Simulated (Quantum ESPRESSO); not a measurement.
CsNiN (P-6m2), N K edge of atom 3, with 2 Ni at 1.72 Å (linear, site symmetry -6m2). Method: Quantum ESPRESSO XSpectra, PBE, excited-electron core hole (neutral cell), 6-atom cell with 5.5 Å between holes, 6×6×5 k points, dipole transitions, Lorentzian half width 0.3 eV up to 4 eV, rising linearly to 2.5 eV at 25 eV.

```
CELL_PARAMETERS angstrom
5.53697 0.00000 0.00000
-2.76848 4.79515 0.00000
0.00000 0.00000 3.44666
ATOMIC_POSITIONS crystal
Cs 0.66667 0.33333 0.50000
Ni 0.33333 0.66667 0.00000
N 0.33333 0.66667 0.50000
```

Energy from the energy zero of the input (xe0, at the border of filled and empty states); a common scale on which the isotropic spectrum has a mean of 1 over the first 20 eV.

```tsv
E (eV)	curve 1	curve 2
-2.0	0.09	0.02
-1.5	0.13	0.03
-1.0	0.21	0.03
-0.5	0.44	0.04
0.0	1.47	0.05
0.5	3.78	0.07
1.0	1.78	0.09
1.5	0.84	0.16
2.0	1.22	0.36
2.5	1.35	0.65
3.0	0.98	0.95
3.5	1.20	1.14
4.0	1.75	2.05
4.5	1.82	1.58
5.0	1.53	1.22
5.5	1.33	1.02
6.0	1.02	0.91
6.5	0.83	0.81
7.0	0.85	1.00
7.5	0.94	1.38
8.0	0.97	1.70
8.5	0.90	1.77
9.0	0.83	1.78
9.5	0.81	1.69
10.0	0.84	1.47
10.5	0.85	1.29
11.0	0.84	1.18
11.5	0.82	1.13
12.0	0.77	1.13
12.5	0.71	1.13
13.0	0.65	1.08
13.5	0.60	0.99
14.0	0.57	0.89
14.5	0.56	0.82
15.0	0.58	0.79
15.5	0.61	0.80
16.0	0.64	0.83
16.5	0.65	0.87
17.0	0.66	0.90
17.5	0.66	0.92
18.0	0.65	0.94
18.5	0.66	0.95
19.0	0.69	0.96
19.5	0.72	0.97
20.0	0.77	0.96
20.5	0.82	0.94
21.0	0.86	0.92
21.5	0.89	0.89
22.0	0.90	0.86
22.5	0.88	0.83
23.0	0.85	0.80
23.5	0.82	0.77
24.0	0.79	0.74
24.5	0.75	0.71
25.0	0.72	0.68
25.5	0.70	0.65
26.0	0.68	0.63
26.5	0.66	0.62
27.0	0.66	0.61
27.5	0.65	0.61
28.0	0.65	0.62
28.5	0.66	0.64
29.0	0.66	0.65
29.5	0.66	0.67
30.0	0.66	0.68
30.5	0.66	0.68
31.0	0.65	0.68
31.5	0.64	0.67
32.0	0.62	0.66
```

Q: The curves are for the electric vector along different Cartesian axes of the cell as given, averaged over the symmetry-equivalent atoms. Which is which?

Curve 1: along x (⊥ c) (the other in-plane axis gives the same curve within 3 %), main maxima 0.5 eV (3.88), 2.3 eV (1.51) and 4.3 eV (1.93). Curve 2: along z (c), main maxima 4.2 eV (2.13), 9.0 eV (1.78) and 19.5 eV (0.97). A K edge sees empty p states; the first features are N p mixed into the empty d states of the Ni neighbours, and the broad ones above probably into the cations' higher empty bands. Each direction probes the empty orbitals that point along it. The starting moments shrank to 0.18 μB or less, so this is hardly a magnetic state. The holes are only 5.5 Å apart, so the shape is probably not converged with cell size; no larger cell was run here.

[Banner, clock and machine lines of the logs are left out without a mark of their own.]

[Logs are printed without paths, hosts, clocks, repeated set-up lines and the standing remarks that a program may print on its own settings, such as how far it seeks lower states.]

[Hosts, paths, dates, database ids (printed as entryN), source tags and the programs' standing remarks are cut or masked in the printed files.]

[Lists of maxima count a maximum above −3 eV only where it reaches 4 % of the highest in the window and stands out from its surroundings by 2 % of it (1.5 % where it reaches 55 %); shoulders and weaker maxima are passed over, and of the rest the first, up to two pre-edge ones and the few strongest are named.]
